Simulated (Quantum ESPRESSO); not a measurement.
## NbPb (Pm-3m): phonons by linear response

How does NbPb (Pm-3m) vibrate, and is this structure a minimum?

Method: DFT LDA, scalar-relativistic, plane waves, PseudoDojo norm-conserving pseudopotentials, in Quantum ESPRESSO 7.5.

The structure was built from a prototype and need not be the compound's stable phase.

### 1. The structure

It takes space group Pm-3m (No. 221, cubic). Conventional cell: a = 3.597 Å, b = 3.597 Å, c = 3.597 Å, α = 90.00°, β = 90.00°, γ = 90.00°. Nearest to Nb lie 8 Pb at 3.12 Å. Nearest to Pb lie 8 Nb at 3.12 Å. Farther neighbours are not listed.

Structure file:

```
CELL_PARAMETERS angstrom
3.59727 0.00000 0.00000
0.00000 3.59727 0.00000
0.00000 0.00000 3.59727
ATOMIC_POSITIONS crystal
Nb 0.00000 0.00000 0.00000
Pb 0.50000 0.50000 0.50000
```

### 2. A first look

Before anything dear is run, a loose run with smearing shows whether this is a metal and how far the cell is from rest.

The input, probe.in:

```
&CONTROL
  calculation = 'scf'
  prefix      = 'x'
  outdir      = './tmp'
  pseudo_dir  = './pseudo'
  tprnfor     = .true.
  tstress     = .true.
  verbosity   = 'high'
/
&SYSTEM
  ibrav       = 1
  celldm(1)   = 6.79785812
  nat         = 2
  ntyp        = 2
  ecutwfc     = 82.0
  occupations = 'smearing'
  smearing    = 'gaussian'
  degauss     = 0.01
/
&ELECTRONS
  conv_thr         = 1.0d-07
  mixing_beta      = 0.7
  electron_maxstep = 100
/
ATOMIC_SPECIES
 Nb     92.9064  Nb.upf
 Pb    207.2000  Pb.upf
ATOMIC_POSITIONS crystal
 Nb     0.000000000   0.000000000   0.000000000
 Pb     0.500000000   0.500000000   0.500000000
K_POINTS automatic
 6 6 6 0 0 0
```

Started as:

```bash
$ OMP_NUM_THREADS=1 mpirun -n 4 pw.x -nk 4 -in probe.in > probe.out
```

The log of the run:

```text
[banners, grids, parts of the stress and lines that vanish by symmetry left out]
Program PWSCF v.7.5
     bravais-lattice index     =            1
     lattice parameter (alat)  =       6.7979  a.u.
[...]
kinetic-energy cutoff     =      82.0000  Ry
     charge density cutoff     =     328.0000  Ry
     scf convergence threshold =      1.0E-07
[...]
Exchange-correlation= SLA  PW   NOGX NOGC
                           (   1   4   0   0   0   0   0)
[...]
48 Sym. Ops., with inversion, found
[...]
(     0          1          0      )
                  (     0          0          1      )
[...]
(  0.0000000  1.0000000  0.0000000 )
                  (  0.0000000  0.0000000  1.0000000 )
[...]
(     0         -1          0      )
                  (     0          0          1      )
[...]
(  0.0000000 -1.0000000  0.0000000 )
[...]
(     0          0          1      )
                  (     1          0          0      )
[...]
( -1.0000000  0.0000000  0.0000000 )
                  (  0.0000000  1.0000000  0.0000000 )
[...]
number of k points=    20  Gaussian smearing, width (Ry)=  0.0100
[...]
End of self-consistent calculation
[...]
the Fermi energy is    14.2972 ev
!    total energy              =    -265.13115034 Ry
[...]
convergence has been achieved in   8 iterations
[...]
atom    1 type  1   force =     0.00000000    0.00000000    0.00000000
     atom    2 type  2   force =     0.00000000    0.00000000    0.00000000
[...]
Total force =     0.000000     Total SCF correction =     0.000000
[...]
total   stress  (Ry/bohr**3)                   (kbar)     P=     -148.85
[...]
XML data file, charge density, pseudopotentials, collected wavefunctions

   JOB DONE.
```

Elapsed: 4.9 s, on 4 MPI ranks of Arm Neoverse V1, shared host; 19 s of CPU time.

Read from the output:

- volume per atom: 23.28 Å³
- pressure: -14.88 GPa
- gap on the k-mesh: 0 eV

No gap opens on this mesh, so smearing is kept; the start stands at -15 GPa.

### 3. Relaxation

The relaxation runs at a cutoff a fifth above that of the response, since stress converges more slowly with the basis than frequencies do. Forces and stress are brought to rest with tight thresholds.

The input, relax.in:

```
&CONTROL
  calculation   = 'vc-relax'
  prefix        = 'x'
  outdir        = './tmp'
  pseudo_dir    = './pseudo'
  tprnfor       = .true.
  tstress       = .true.
  forc_conv_thr = 2.0d-05
  etot_conv_thr = 1.0d-07
  nstep         = 40
/
&SYSTEM
  ibrav       = 1
  celldm(1)   = 6.79785812
  nat         = 2
  ntyp        = 2
  ecutwfc     = 98
  occupations = 'smearing'
  smearing    = 'mp'
  degauss     = 0.02
/
&ELECTRONS
  conv_thr         = 1.0d-11
  mixing_beta      = 0.7
  electron_maxstep = 100
/
&IONS
/
&CELL
  press_conv_thr = 0.2
/
ATOMIC_SPECIES
 Nb     92.9064  Nb.upf
 Pb    207.2000  Pb.upf
ATOMIC_POSITIONS crystal
 Nb     0.000000000   0.000000000   0.000000000
 Pb     0.500000000   0.500000000   0.500000000
K_POINTS automatic
 8 8 8 0 0 0
```

Started as:

```bash
$ OMP_NUM_THREADS=1 mpirun -n 4 pw.x -nk 4 -in relax.in > relax.out
```

The log of the run:

```text
[banners, grids, parts of the stress and lines that vanish by symmetry left out]
[banner, memory and clock lines left out]
Program PWSCF v.7.5

[...]
kinetic-energy cutoff     =      98.0000  Ry
     charge density cutoff     =     392.0000  Ry
     scf convergence threshold =      1.0E-11
[...]
energy convergence thresh.=      1.0E-07
     force convergence thresh. =      2.0E-05
     press convergence thresh. =      2.0E-01
     Exchange-correlation= SLA  PW   NOGX NOGC
                           (   1   4   0   0   0   0   0)
[...]
48 Sym. Ops., with inversion, found
[...]
number of k points=    35  Methfessel-Paxton smearing, width (Ry)=  0.0200
[...]
End of self-consistent calculation
[...]
the Fermi energy is    14.2036 ev
!    total energy              =    -265.12730785 Ry
[...]
convergence has been achieved in  11 iterations
[...]
atom    1 type  1   force =     0.00000000    0.00000000    0.00000000
     atom    2 type  2   force =     0.00000000    0.00000000    0.00000000
     Total force =     0.000000     Total SCF correction =     0.000000
[...]
total   stress  (Ry/bohr**3)                   (kbar)     P=     -143.75
[...]
number of bfgs steps    =   0
[...]
CELL_PARAMETERS (alat=  6.79785812)
[...]
ATOMIC_POSITIONS (crystal)
Nb               0.0000000000        0.0000000000        0.0000000000
Pb               0.5000000000        0.5000000000        0.5000000000
[...]
New effective cutoffs (rho, wfc):  411.12  102.96
[...]
End of self-consistent calculation
[...]
the Fermi energy is    15.5707 ev
!    total energy              =    -265.14525101 Ry
[...]
convergence has been achieved in   9 iterations
[...]
atom    1 type  1   force =     0.00000000    0.00000000    0.00000000
     atom    2 type  2   force =     0.00000000    0.00000000    0.00000000
     Total force =     0.000000     Total SCF correction =     0.000000
[...]
total   stress  (Ry/bohr**3)                   (kbar)     P=      -86.59
[...]
number of bfgs steps    =   1
[...]
CELL_PARAMETERS (alat=  6.79785812)
[...]
ATOMIC_POSITIONS (crystal)
Nb               0.0000000000        0.0000000000        0.0000000000
Pb               0.5000000000        0.5000000000        0.5000000000
[...]
New effective cutoffs (rho, wfc):  440.24  110.26
[...]
End of self-consistent calculation
[...]
the Fermi energy is    17.6459 ev
!    total energy              =    -265.15118241 Ry
[...]
convergence has been achieved in  13 iterations
[...]
atom    1 type  1   force =     0.00000000    0.00000000    0.00000000
     atom    2 type  2   force =     0.00000000    0.00000000    0.00000000
     Total force =     0.000000     Total SCF correction =     0.000000
[...]
total   stress  (Ry/bohr**3)                   (kbar)     P=       36.95
[...]
number of bfgs steps    =   2
[...]
CELL_PARAMETERS (alat=  6.79785812)
[...]
ATOMIC_POSITIONS (crystal)
[...]
New effective cutoffs (rho, wfc):  431.64  108.10
[...]
End of self-consistent calculation
[...]
the Fermi energy is    17.0229 ev
!    total energy              =    -265.15202053 Ry
[...]
convergence has been achieved in  10 iterations
[...]
atom    1 type  1   force =     0.00000000    0.00000000    0.00000000
     atom    2 type  2   force =     0.00000000    0.00000000    0.00000000
     Total force =     0.000000     Total SCF correction =     0.000000
[...]
total   stress  (Ry/bohr**3)                   (kbar)     P=       -4.69
[...]
number of bfgs steps    =   3
[...]
CELL_PARAMETERS (alat=  6.79785812)
[...]
ATOMIC_POSITIONS (crystal)
[...]
New effective cutoffs (rho, wfc):  432.61  108.34
[...]
End of self-consistent calculation
[...]
the Fermi energy is    17.0929 ev
!    total energy              =    -265.15203577 Ry
[...]
convergence has been achieved in   9 iterations
[...]
atom    1 type  1   force =     0.00000000    0.00000000    0.00000000
     atom    2 type  2   force =     0.00000000    0.00000000    0.00000000
     Total force =     0.000000     Total SCF correction =     0.000000
[...]
total   stress  (Ry/bohr**3)                   (kbar)     P=       -0.20
[...]
number of bfgs steps    =   4
[...]
CELL_PARAMETERS (alat=  6.79785812)
[...]
ATOMIC_POSITIONS (crystal)
[...]
New effective cutoffs (rho, wfc):  432.65  108.35
[...]
End of self-consistent calculation
[...]
the Fermi energy is    17.0961 ev
!    total energy              =    -265.15203579 Ry
[...]
convergence has been achieved in   6 iterations
[...]
atom    1 type  1   force =     0.00000000    0.00000000    0.00000000
     atom    2 type  2   force =     0.00000000    0.00000000    0.00000000
     Total force =     0.000000     Total SCF correction =     0.000000
[...]
total   stress  (Ry/bohr**3)                   (kbar)     P=        0.00
[...]
bfgs converged in   6 scf cycles and   5 bfgs steps
[...]
End of BFGS Geometry Optimization
     Final enthalpy           =    -265.1520357936 Ry
     File ./tmp/x.bfgs deleted, as requested
[...]
CELL_PARAMETERS (alat=  6.79785812)
[...]
ATOMIC_POSITIONS (crystal)
Nb               0.0000000000        0.0000000000        0.0000000000
Pb               0.5000000000        0.5000000000        0.5000000000
[...]
Final scf calculation at the relaxed structure.
[...]
kinetic-energy cutoff     =      98.0000  Ry
     charge density cutoff     =     392.0000  Ry
     scf convergence threshold =      1.0E-13
[...]
press convergence thresh. =      2.0E-01
     Exchange-correlation= SLA  PW   NOGX NOGC
                           (   1   4   0   0   0   0   0)
[...]
48 Sym. Ops., with inversion, found
[...]
number of k points=    35  Methfessel-Paxton smearing, width (Ry)=  0.0200
[...]
c_bands:  2 eigenvalues not converged
     c_bands:  1 eigenvalues not converged
[...]
End of self-consistent calculation
[...]
the Fermi energy is    17.0961 ev
!    total energy              =    -265.15201324 Ry
[...]
convergence has been achieved in  12 iterations
[...]
atom    1 type  1   force =     0.00000000    0.00000000    0.00000000
     atom    2 type  2   force =     0.00000000    0.00000000    0.00000000
     Total force =     0.000000     Total SCF correction =     0.000000
[...]
total   stress  (Ry/bohr**3)                   (kbar)     P=       -0.01
[...]
XML data file, charge density, pseudopotentials, collected wavefunctions
```

Elapsed: 92 s, on 4 MPI ranks; 6.1 min of CPU time.

The steps of the relaxation:

| step | energy less that of the first step (eV) | largest force (eV/Å) | pressure (GPa) | volume (Å³) |
| --- | --- | --- | --- | --- |
| 1 | 0.0000 | 0.0000 | -14.38 | 46.55 |
| 2 | -0.2441 | 0.0000 | -8.66 | 43.22 |
| 3 | -0.3248 | 0.0000 | 3.70 | 39.00 |
| 4 | -0.3362 | 0.0000 | -0.47 | 40.18 |
| 5 | -0.3364 | 0.0000 | -0.02 | 40.04 |
| 6 | -0.3364 | 0.0000 | 0.00 | 40.03 |
| 7 | -0.3361 | 0.0000 | 0.00 | 40.03 |

| conventional cell, symmetrised | before | after | change |
| --- | --- | --- | --- |
| a (Å) | 3.597 | 3.421 | -4.9 % |
| b (Å) | 3.597 | 3.421 | -4.9 % |
| c (Å) | 3.597 | 3.421 | -4.9 % |
| volume (Å³/atom) | 23.28 | 20.02 | -14.0 % |

The relaxed structure:

```xyz
2
Lattice="3.4209 0.0000 0.0000 0.0000 3.4209 0.0000 0.0000 0.0000 3.4209" Properties=species:S:1:pos:R:3 pbc="T T T"
Nb    0.0000    0.0000    0.0000
Pb    1.7105    1.7105    1.7105
```

The last row of the table of steps is pw.x's closing run on a basis chosen anew for the final cell, so its energy can jump.

Read from the output:

* volume per atom: 20.02 Å³
* pressure: -0.001 GPa

The volume changes by -14.0 % from the cell with which this run began.

### 4. Self-consistent run for the response

Perturbation theory inherits every error of the wavefunctions, so the threshold is set near the limit of the arithmetic. Smearing stays on, as the first look found no gap above 0.3 eV.

The input, scf.in:

```
&CONTROL
  calculation = 'scf'
  prefix      = 'x'
  outdir      = './tmp'
  pseudo_dir  = './pseudo'
  tprnfor     = .true.
  tstress     = .true.
/
&SYSTEM
  ibrav       = 1
  celldm(1)   = 6.46462123
  nat         = 2
  ntyp        = 2
  ecutwfc     = 82.0
  occupations = 'smearing'
  smearing    = 'mp'
  degauss     = 0.02
/
&ELECTRONS
  conv_thr         = 1.0d-12
  mixing_beta      = 0.7
  electron_maxstep = 100
/
ATOMIC_SPECIES
 Nb     92.9064  Nb.upf
 Pb    207.2000  Pb.upf
ATOMIC_POSITIONS crystal
 Nb     0.000000000   0.000000000   0.000000000
 Pb     0.500000000   0.500000000   0.500000000
K_POINTS automatic
 8 8 8 0 0 0
```

Started as:

```bash
$ OMP_NUM_THREADS=1 mpirun -n 4 pw.x -nk 4 -in scf.in > scf.out
```

The log of the run:

```text
[banners, grids, parts of the stress and lines that vanish by symmetry left out]
[banner, memory and clock lines left out]
Program PWSCF v.7.5

[...]
kinetic-energy cutoff     =      82.0000  Ry
     charge density cutoff     =     328.0000  Ry
     scf convergence threshold =      1.0E-12
[...]
Exchange-correlation= SLA  PW   NOGX NOGC
                           (   1   4   0   0   0   0   0)
[...]
48 Sym. Ops., with inversion, found
[...]
number of k points=    35  Methfessel-Paxton smearing, width (Ry)=  0.0200
[...]
End of self-consistent calculation
[...]
the Fermi energy is    17.0961 ev
!    total energy              =    -265.15197733 Ry
[...]
convergence has been achieved in  10 iterations
[...]
atom    1 type  1   force =     0.00000000    0.00000000    0.00000000
     atom    2 type  2   force =     0.00000000    0.00000000    0.00000000
     Total force =     0.000000     Total SCF correction =     0.000000
[...]
total   stress  (Ry/bohr**3)                   (kbar)     P=       -0.24
[...]
XML data file, charge density, pseudopotentials, collected wavefunctions
```

The job ended after 9.3 s (4 MPI ranks; 37 s of CPU time).

This step gave:

```
pressure : -0.02400 GPa
```

The cell stands at -0.024 GPa, close enough for phonons.

(Continued in part 2 of 3.)

[Host names and launcher messages were left out of these logs when they were recorded.]

[Logs are printed without paths, hosts, clocks, repeated set-up lines and the standing remarks that a program may print on its own settings, such as how far it seeks lower states.]

[Hosts, paths, dates, database ids (printed as entryN), source tags and the programs' standing remarks are cut or masked in the printed files.]
